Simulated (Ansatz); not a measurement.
Rows from a G0W0 calculation on GeH6CI3N (CH3NH3GeI3) (Ansatz 0.2.0; G0W0 on PBEsol, plane waves, PAW; 4×4×4 mesh, 850 empty bands, screening to 150 eV), in eV. Spin-orbit coupling is left out.

The structure was built from a prototype and need not be the compound's stable phase.

```
row                         k  band  start       Σx  Σc at the solution      Vxc
  A  (-0.500, -0.500, -0.500)    c1  5.814   -9.424              -3.188  -12.677
  B  (-0.500, -0.500, -0.500)    c2  5.905   -8.843              -3.465  -12.469
  C  (-0.500, -0.500, -0.500)    v3  3.906  -17.555               1.882  -14.847
  D  (-0.500, -0.500, -0.500)    v1  4.934  -15.650              -0.020  -15.300
  E  (-0.500, -0.500, -0.500)    v2  3.933  -17.596               1.899  -14.858
  F  (-0.500, -0.500, -0.500)    c3  6.151   -8.635              -3.530  -12.329
```

**Question.** Work out each quasiparticle level and how far it moved.

The quasiparticle equation reads E = start + Σx + Σc(E) − Vxc.

```
row  E (eV)  shift (eV)
  A   5.878      +0.065
  B   6.067      +0.162
  C   3.079      −0.827
  D   4.564      −0.370
  E   3.095      −0.838
  F   6.315      +0.164
```

The gap over the computed points goes from 0.88 eV to 1.31 eV.

Limits: not at the basis limit; no spin-orbit coupling; coarse k mesh.

[Paths, hosts, dates, memory and timing lines, banners, echoed tables and standing remarks are left out of the program output.]

[Logs are printed without paths, hosts, clocks, repeated set-up lines and the standing remarks that a program may print on its own settings, such as how far it seeks lower states.]

[Runs of the session that timed out or met a known fault of the program may be left out.]

[Cells called generated may have been cut or substituted from an entry of the Crystallography Open Database or the Materials Project.]

[Hosts, paths, dates, database ids (printed as entryN), source tags and the programs' standing remarks are cut or masked in the printed files.]
